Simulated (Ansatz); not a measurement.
## Where H_i (bond centre, by O) puts its levels in the gap of MgO (Fm-3m)

Aim: at which Fermi levels does H_i (bond centre, by O) in MgO (Fm-3m) change its charge? The model is a cell of 54 host atoms with 1 H put in.

Method: place-levels on r2SCAN runs: charge-transition levels and formation energies with image-charge correction and potential alignment at the atomic sites; PAW set soft_1, in Ansatz 0.2.0.

**What experiment says.**

For MgO, rocksalt (bulk crystal), “Electronic structure of alkaline earth and post-transition metal oxides” (2009, arxiv:0908.1581) quotes earlier work: band gap (literature experimental gap) 7.83 eV [Literature value based on experiment; other listed experimental values range from 7.7 to …].

### 1. Starting point

The cell holds 55 atoms: 27 Mg, 27 O and 1 H. Cell: a = 8.925 Å, b = 8.925 Å, c = 8.925 Å, α = 60.0°, β = 60.0°, γ = 60.0°. It derives from MgO (space group Fm-3m). Nearest the centre at fractional (0.417, 0.583, 0.583): H55 at 0.00 Å, O28 at 1.05 Å, Mg35 at 1.05 Å, Mg51 at 2.35 Å, Mg47 at 2.35 Å, Mg29 at 2.35 Å, Mg33 at 2.35 Å, O30 at 2.35 Å.

Structure file:

```xyz
55
Lattice="0.0000 6.3112 6.3112 6.3112 0.0000 6.3112 6.3112 6.3112 0.0000" Properties=species:S:1:pos:R:3 pbc="T T T"
Mg    0.0000    0.0000    0.0000
O     2.1037    2.1037    2.1037
Mg    2.1037    2.1037    0.0000
O     4.2075    4.2075    2.1037
Mg    4.2075    4.2075    0.0000
O     6.3112    6.3112    2.1037
Mg    2.1037    0.0000    2.1037
O     4.2075    2.1037    4.2075
Mg    4.2075    2.1037    2.1037
O     6.3112    4.2075    4.2075
Mg    6.3112    4.2075    2.1037
O     8.4150    6.3112    4.2075
Mg    4.2075    0.0000    4.2075
O     6.3112    2.1037    6.3112
Mg    6.3112    2.1037    4.2075
O     8.4150    4.2075    6.3112
Mg    8.4150    4.2075    4.2075
O    10.5187    6.3112    6.3112
Mg    0.0000    2.1037    2.1037
O     2.1037    4.2075    4.2075
Mg    2.1037    4.2075    2.1037
O     4.2075    6.3112    4.2075
Mg    4.2075    6.3112    2.1037
O     6.3112    8.4150    4.2075
Mg    2.1037    2.1037    4.2075
O     4.2075    4.2075    6.3112
Mg    4.2075    4.2075    4.2075
O     6.3112    6.3112    6.3112
Mg    6.3112    6.3112    4.2075
O     8.4150    8.4150    6.3112
Mg    4.2075    2.1037    6.3112
O     6.3112    4.2075    8.4150
Mg    6.3112    4.2075    6.3112
O     8.4150    6.3112    8.4150
Mg    8.4150    6.3112    6.3112
O    10.5187    8.4150    8.4150
Mg    0.0000    4.2075    4.2075
O     2.1037    6.3112    6.3112
Mg    2.1037    6.3112    4.2075
O     4.2075    8.4150    6.3112
Mg    4.2075    8.4150    4.2075
O     6.3112   10.5187    6.3112
Mg    2.1037    4.2075    6.3112
O     4.2075    6.3112    8.4150
Mg    4.2075    6.3112    6.3112
O     6.3112    8.4150    8.4150
Mg    6.3112    8.4150    6.3112
O     8.4150   10.5187    8.4150
Mg    4.2075    4.2075    8.4150
O     6.3112    6.3112   10.5187
Mg    6.3112    6.3112    8.4150
O     8.4150    8.4150   10.5187
Mg    8.4150    8.4150    8.4150
O    10.5187   10.5187   10.5187
H     7.3631    6.3112    6.3112
```

Screening for the image-charge correction: ε∞ = 3.24, ε0 = 10.37, from a response run on this crystal (DFPT, PBEsol) at that run's own cell.

The cell's shortest repeat is 8.9 Å.

### 2. The runs of each charge state

A transition level is the Fermi level at which two charge states cost the same, so each charge needs its own total energy, at its own relaxed structure.

Random displacements of about 0.05 Å break the site symmetry at the start, so that the relaxation can reach a distorted minimum if there is one. Forces are taken at one point at (¼, ¼, ¼). The cell holds 1 electron more than the neutral one, with a uniform background that keeps it neutral on the whole.

The sampling was tested on the host first: at the k-points planned (1x1x1 shifted 0.25 0.25 0.25) its energy lies 0.020 eV an atom from the dense-mesh value, under the bound of 0.02 eV set for this test; that bounds the host's error, not the defect's.

One of the inputs; charge, spin and start change from state to state.

File qm1.relax/input.yaml:

```yaml
crystal:
  lattice:
    - [0.0, 2.10374764, 2.10374764]
    - [2.10374764, 0.0, 2.10374764]
    - [2.10374764, 2.10374764, 0.0]
  atoms:
    - { symbol: Mg, position: [0.0, 0.0, 0.0] }
    - { symbol: O, position: [0.5, 0.5, 0.5] }
  supercell: [3, 3, 3]
  defects:
    - { interstitial: { symbol: H, position: [0.416667, 0.583333, 0.583333] } }
total_charge: -1
basis:
  ecutwfc: 500
  xc_grid: 2
hamiltonian:
  xc: r2scan
  pseudopotentials: { kind: paw, azcp: { folder: soft_1 } }
kpoints:
  mp_grid: { grid: [1, 1, 1], shift: [0.25, 0.25, 0.25] }
scf:
  occupations: { method: fixed }
  max_iter: 80
output:
  forces: true
  charged_corrections: { epsilon: 3.24, static_epsilon: 10.37 }
relax:
  f_tol: 0.02
  max_steps: 80
  random_displacement: { amplitude: 0.05, seed: 1611 }
checkpoint:
  write: "../qm1.relax.run"
  compress: false
  write_wavefunctions: true
  write_every: 100000
```

On the command line:

```console
$ ansatz run input.yaml --threads 4 --pin off --max-ram 7536MiB --backend cpu --events-out ev --progress --plain --runs-dir out
```

Defect states can disperse in a cell of this size, so the energy is taken again at a 2×2×2 shifted mesh, on the relaxed structure.

The run of this state that the levels use, under r2SCAN:

File qm1.point/input.yaml:

```yaml
crystal:
  checkpoint: "../qm1.relax.run"
  host: checkpoint
total_charge: -1
basis:
  ecutwfc: 500
  xc_grid: 2
hamiltonian:
  xc: r2scan
  pseudopotentials: { kind: paw, azcp: { folder: soft_1 } }
kpoints:
  mp_grid: { grid: [2, 2, 2], shift: [0.5, 0.5, 0.5] }
scf:
  occupations: { method: fermi_dirac, width: 0.01 }
  max_iter: 80
output:
  forces: true
  eigenvalues: true
  charged_corrections:
    epsilon: 3.24
    static_epsilon: 10.37
    defect_position: [0.416667, 0.583333, 0.583333]
  eigenstates: { localisation: true }
  populations: true
  band_densities: [{ bands: [v1, v1] }, { bands: [c1, c1] }]
  write_density: true
  write_potential: true
  volumetric_format: npy
checkpoint:
  read: "../qm1.relax.run"
  write: "../qm1.point.run"
  compress: false
  write_wavefunctions: false
  write_every: 100000
```

Relaxations under r2SCAN at one point at (¼, ¼, ¼); times on 4 threads of Arm Neoverse V1, shared host:

```csv
charge,moment (μB),occupations,outcome,steps,largest displacement against the far atoms (Å),time
−1,0,fixed,converged,14,1.48,2.5 min
0,1,fixed,converged,13,1.48,5.4 min
+1,0,fixed,converged,9,0.92,1.7 min
```

Single points under r2SCAN at a 2×2×2 shifted mesh; times on 4 threads of Arm Neoverse V1, shared host:

```csv
charge,moment (μB),occupations,outcome,time
−1,0,fermi-dirac,converged,63 s
0,1,fermi-dirac,converged,2.5 min
+1,0,fermi-dirac,converged,63 s
```

Distances (Å) from H55 to the nearest atoms after relaxation with r2SCAN:

```csv
charge,moment (μB),1.,2.,3.,4.,5.,6.
−1,0,Mg 1.76,Mg 1.77,Mg 1.77,Mg 1.77,O 2.06,O 2.06
0,1,Mg 1.86,Mg 1.86,Mg 1.86,Mg 1.86,O 1.92,O 1.92
+1,0,O 0.97,Mg 1.92,Mg 1.92,Mg 1.93,O 2.20,O 2.20
```

### 3. Levels against the band edges, r2SCAN

A charged cell interacts with its images and the background, and its potential has another zero than the host's. place-levels removes the first by a point-charge model, screened by the static dielectric constant since the ions have relaxed around the charge, and the second by comparing potentials at atoms far from the defect.

The host is a run of the defect-free crystal in the same cutoffs, grids and k-points, so that basis and sampling errors cancel in part in the differences. The host is run in a cell of 2 atoms on a matching mesh. Its band edges are searched through the zone by a band path, so the gap is smaller than, or equal to, that on the mesh. Chemical potentials are energies per atom of H (H2 molecule), run with the same functional and cutoff.

File levels.point.yaml:

```yaml
host:
  run: host.point.run
states: [qm1.point.run, q0_M1.point.run, qp1.point.run]
geometry_from:
  qm1.point.run: qm1.relax.run
  q0_M1.point.run: q0_M1.relax.run
  qp1.point.run: qp1.relax.run
chemical_potentials:
  H:
    energy: -15.945394
    dataset: "<sha256 of the dataset>"
epsilon: 3.24
static_epsilon: 10.37
vertical:
  - { from: qm1.point.run, to: qm1.point_neutral.run }
  - { from: qp1.point.run, to: qp1.point_neutral.run }
```

On the command line:

```console
$ ansatz place-levels levels.point.yaml -- --threads 4 --pin off --max-ram 7536MiB
```

Numbers of over 12 decimals in the logs are rounded to 6 here.

What it wrote:

```text
[... repeated set-up lines and file paths are left out, and long positions are rounded to six places ...]
(+1/0) 4.517 eV above the valence edge, 1.161 eV under the conduction edge; not on the lower envelope
(0/-1) 3.717 eV above the valence edge, 1.961 eV under the conduction edge; not on the lower envelope
(+1/-1) 4.117 eV above the valence edge, 1.561 eV under the conduction edge: charges between them are lowest nowhere
formation energy of charge +1: -0.495 eV with the Fermi level at the valence edge
formation energy of charge 0: +4.022 eV with the Fermi level at the valence edge
formation energy of charge -1: +7.739 eV with the Fermi level at the valence edge
vertical -1 to 0: no energy, since no alignment is typed
  the change from vertical[0].from (qm1.point.run) to vertical[0].to (qm1.point_neutral.run): by its potential at epsilon 3.24 it stands at 0.215 0.546 0.546, with an rms radius of about 1.1 Å (0.6 0.6 0.6 Å across the planes of the cell's vectors); [...]
vertical +1 to 0: no energy, since no alignment is typed
  the change from vertical[1].from (qp1.point.run) to vertical[1].to (qp1.point_neutral.run): by its potential at epsilon 3.24 it stands at 0.519 0.522 0.523, with an rms radius of about 3.1 Å (1.8 1.8 1.8 Å across the planes of the cell's vectors); [...]
  edges by r2scan, gap 5.678 eV; the host is sampled to repeats of 17.85 Å
  the defect's cells are sampled to repeats of 17.85 Å, like sampling
  charge +1: -67478.8341 eV with its correction of +0.307 eV, at epsilon 10.37, aligned at sites: +0.0547 eV, mean over 10 atomic sites at or beyond 4.46 Å from the defect at [0.4167, 0.5833, 0.5833], with +0.000000 for the charge's moments and without [...]
  charge 0: +0.000 eV for its dipole among its images, +0.000 omitted
  charge -1: -67455.2316 eV with its correction of +0.222 eV, at epsilon 10.37, aligned at sites: +0.0306 eV, mean over 10 atomic sites at or beyond 4.46 Å from the defect at [0.4167, 0.5833, 0.5833], with +0.000000 for the charge's moments and without [...]
  of states[2] (qp1.point.run): it parts from the run at its places by a charge that spreads by about 1.8 Å along one vector (1.3 Å or more is wide), by its potential at epsilon 3.24, taken for that of held ions (one typed too small widens it), where the cell [...]
  of states[1] (q0_M1.point.run): its alignment with the host at atomic sites is doubtful: the cell is too small to show whether the defect's potential has decayed: take a larger one; stability_check_not_made
  of states[0] (qm1.point.run): its alignment with the host at atomic sites is doubtful: the cell is too small to show whether the defect's potential has decayed: take a larger one
  of vertical[0].to (qm1.point_neutral.run): stability_check_not_made
  of vertical[1].from (qp1.point.run): it parts from the run at its places by a charge that spreads by about 1.8 Å along one vector (1.3 Å or more is wide), by its potential at epsilon 3.24, taken for that of held ions (one typed too small widens it), where [...]
  of vertical[1].to (qp1.point_neutral.run): its moments are held at its close (magnetization.spin_locking), by a field of 0.351 eV a Bohr magneton, and its energy and levels are of the state that this holds: a run that lets them go can end lower; [...]
```

The job ended after 0.33 s (4 threads of Arm Neoverse V1, shared host).

Levels between the charges placed, in eV above the valence top:

```csv
,gap (eV),(+1/0),(0/−1)
r2SCAN,5.68,4.52,3.72
```

Corrections by state:

```csv
charge,moment (μB),image terms and alignment (eV),band filling (eV),ε used,"over the lowest of its charge, as the program ranks them, band filling apart (eV)"
+1,0.0,0.307,-,10.37,0.000
0,1.0,0.000,-,-,0.000
−1,0.0,0.222,-,10.37,0.000
```

The charged structures listed were also run neutral, and place-levels reads from each pair, by the potential or the spins, how wide the charge is by which they differ; that can be the carrier of either run.

```csv
charge,rms radius (Å),spread where it is widest against the cell (Å),wide from (Å),reading
+1,3.1,1.77,1.26,wide
−1,1.1,0.64,1.26,narrow
```

The neutral runs of these pairs need not share the spin of the lowest neutral state, and very wide values only mean spread over the cell.

From the program's caveats on the states, each cut to its opening words:

- charge +1: it parts from the run at its places by a charge that spreads by about 1.8 Å along one vector (1.3 Å or more is wide), by its potential at epsilon 3.24, taken [...]
- charge +1, 0 (1 μB), −1: its alignment with the host at atomic sites is doubtful: the cell is too small to show whether the defect's potential has decayed: take a larger one
- charge +1: the far atoms show a dipole or second moment of the defect's charge, for which the correction takes or leaves out 0.232 eV: further moments aren't read, and [...]
- charge 0 (1 μB): flagged: stability check not made

Chemical potentials of the elements' reference phases, run alike. Formation energies (elemental references), with the Fermi level at the valence top and at the conduction bottom (gap 5.68 eV):

```csv
charge,at valence top (eV),at conduction bottom (eV),correction included (eV)
+1,-0.49,5.18,0.31
0,4.02,4.02,0.00
−1,7.74,2.06,0.22
```

```json
{"Fermi level (eV)": "0.00", "lowest formation energy (eV)": "-0.49"}
{"Fermi level (eV)": "0.52", "lowest formation energy (eV)": "0.02"}
{"Fermi level (eV)": "1.03", "lowest formation energy (eV)": "0.54"}
{"Fermi level (eV)": "1.55", "lowest formation energy (eV)": "1.05"}
{"Fermi level (eV)": "2.06", "lowest formation energy (eV)": "1.57"}
{"Fermi level (eV)": "2.58", "lowest formation energy (eV)": "2.08"}
{"Fermi level (eV)": "3.10", "lowest formation energy (eV)": "2.60"}
{"Fermi level (eV)": "3.61", "lowest formation energy (eV)": "3.12"}
{"Fermi level (eV)": "4.13", "lowest formation energy (eV)": "3.61"}
{"Fermi level (eV)": "4.65", "lowest formation energy (eV)": "3.09"}
{"Fermi level (eV)": "5.16", "lowest formation energy (eV)": "2.58"}
{"Fermi level (eV)": "5.68", "lowest formation energy (eV)": "2.06"}
```

### 4. The same at the relaxations' own k-points

The relaxations' own energies give the levels at their sampling, for comparison.

File levels.relax_mesh.yaml:

```yaml
host:
  run: host.relax.run
states: [qm1.relax.run, q0_M1.relax.run, qp1.relax.run]
chemical_potentials:
  H:
    energy: -15.945394
    dataset: "<sha256 of the dataset>"
```

On the command line:

```console
$ ansatz place-levels levels.relax_mesh.yaml -- --threads 4 --pin off --max-ram 7536MiB
```

What it wrote:

```text
[...]
formation energy of charge +1: -0.473 eV with the Fermi level at the valence edge
formation energy of charge 0: +4.002 eV with the Fermi level at the valence edge
formation energy of charge -1: +7.604 eV with the Fermi level at the valence edge
  edges by r2scan, gap 5.659 eV; the host is sampled to repeats of 8.93 Å
[... the lines on each state left out ...]
```

Wall time 0.11 s (4 threads).

Levels between neighbouring charges, in eV above the valence top:

```csv
,gap (eV),(+1/0),(0/−1)
"one point at (¼, ¼, ¼)",5.66,4.48,3.60
a 2×2×2 shifted mesh,5.68,4.52,3.72
```

Going from one point at (¼, ¼, ¼) to a 2×2×2 shifted mesh moves the levels that carry no band-filling term by up to 0.11 eV and formation energies against the elements by up to 0.13 eV.

### 5. Results

| Property | Result |
| --- | --- |
| gap of the host | 5.68 eV (r2SCAN) |
| level (plus 1/0) | 4.52 eV above the valence top, not a change between lowest states |
| level (0/minus 1) | 3.72 eV above the valence top, not a change between lowest states |
| level (plus 1/minus 1) | 4.12 eV above the valence top |
| lowest of the charges placed, just above the valence top (0.02 eV) | +1 |
| lowest of the charges placed, just below the conduction bottom (0.02 eV) | −1 |
| lowest formation energy at mid-gap of the charges run, elemental references | 2.34 eV |

What this shows: Of the charges placed (−1, 0 and +1), the lowest changes at 4.12 eV (+1/−1) above the valence top, in a gap of 5.68 eV. (+1/−1) passes over charge 0, which lies 0.40 eV above the two there; a lower structure or spin state of it, if missed, would change that. Charges above +1 and below −1 were not placed, so these runs say nothing of levels that involve them. States placed: +1 at 0 μB; 0 at 1 μB; −1 at 0 μB. Other spin states or structures, where not listed, weren't placed. At charge −1, 0 and +1 the atom put in ends up to 1.5 Å from its starting place, so the name tells the start alone and the levels can join different sites. H is taken at its element; compounds, which aren't counted here, bound the chemical potentials and would shift these formation energies. Going from one point at (¼, ¼, ¼) to a 2×2×2 shifted mesh moves the levels that carry no band-filling term by up to 0.11 eV and formation energies against the elements by up to 0.13 eV. The program doubts the alignment of potentials for at least one state, a sign that the cell is small. What this leaves open: the images are only 8.9 Å apart; r2SCAN makes the gap too small and tends to spread out bound carriers; where a gas molecule sets a chemical potential or the host's formation energy, its binding is uncorrected.

Comparison with the measured values:

| quantity | measured | r2SCAN |
| --- | --- | --- |
| band gap (least gap of the host) (eV) | 7.83 | 5.68 (-2.15 eV) |

Measured values from arxiv:0908.1581 (2009).

**Verdict.** The band gap is off by -2.15 eV: a clear miss. Local and semilocal functionals usually give gaps below the measured ones. Zero-point and thermal motion shift the measured gap.

[Logs are printed without paths, hosts, clocks, repeated set-up lines and the standing remarks that a program may print on its own settings, such as how far it seeks lower states.]

[Hosts, paths, dates, database ids (printed as entryN), source tags and the programs' standing remarks are cut or masked in the printed files.]

[Where a table of states has a column of steps, it counts the stored structures, which are thinned; the runs took as many ionic steps or more.]

[A defect's name tells the site on which it was built; relaxed atoms can leave that site.]

[For some hosts the program warned that the k-mesh of the response run may be too coarse for force constants and the static dielectric constant; such warnings are not shown here.]
